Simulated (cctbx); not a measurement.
## Symmetry from intensities

Cell: a = 3.3310 Å, b = 6.5110 Å, c = 9.8540 Å, α = 74.12°, β = 89.92°, γ = 88.95°. Expected content of the cell: Mn2 Mg2 O10 C2 B2.

Simulated single-crystal data (cctbx): Mo Kα, λ = 0.71073 Å, to d = 0.8 Å, 70 % of the full sphere, strongest reflection 70000 counts, noise from counting, a 2 % proportional error and a noise floor of 2 counts (s.d.); no absorption.

A first pass over the reflections prints:

```text
1184 reflections to d = 0.800 A
centring   violations  <I/sigma> of those
    A        574 of   604     25.3
    B        569 of   607     25.1
    C        577 of   607     25.5
    I        543 of   577     25.6
    R        772 of   815     25.6
    F        860 of   909     25.3
Laue class    unique    Rint  (classes that these axes allow; Friedel mates merged)
P -1              756   0.017
space group    extra absences  I>4sigma  <I/sigma>
P 1                     0          0         -  acentric
P -1                    0          0         -  centric
Wilson B = 1.26 A^2   <|E^2-1|> = 0.877 (0.968 centric, 0.736 acentric)   E^2>4: 3.7 %
shell (A)         n   <I/sigma>
 9.48 - 1.60     89     39.4
 1.60 - 1.27    108     35.3
 1.27 - 1.11     84     30.3
 1.11 - 1.01    101     30.2
 1.01 - 0.94     87     30.1
 0.94 - 0.88    104     24.1
 0.88 - 0.84     81     23.4
 0.84 - 0.80    102     23.3
```

Q: Read the symmetry from these tables.

Every centring test has many violations, so the lattice is primitive.

Only P -1 fits these axes (Rint 0.017); a search for a hidden higher lattice was not made.

2 settings pass the absence test. No glide or screw absences show, which leaves P 1 and P -1.

⟨|E²−1|⟩ = 0.877 lies between the two ideal values. The Wilson B of 1.26 Å² means U ≈ 0.0160 Å².

The true group is P-1 (no. 2), Laue class -1, centrosymmetric. The tables only narrow the choice to the tied entries; cell content, site symmetry and trial solutions must settle it.

The model was made for the exercise: a known structure type with other elements put in, its volume estimated, not relaxed; displacement parameters are assumed.

[Logs are printed without paths, hosts, clocks, repeated set-up lines and the standing remarks that a program may print on its own settings, such as how far it seeks lower states.]
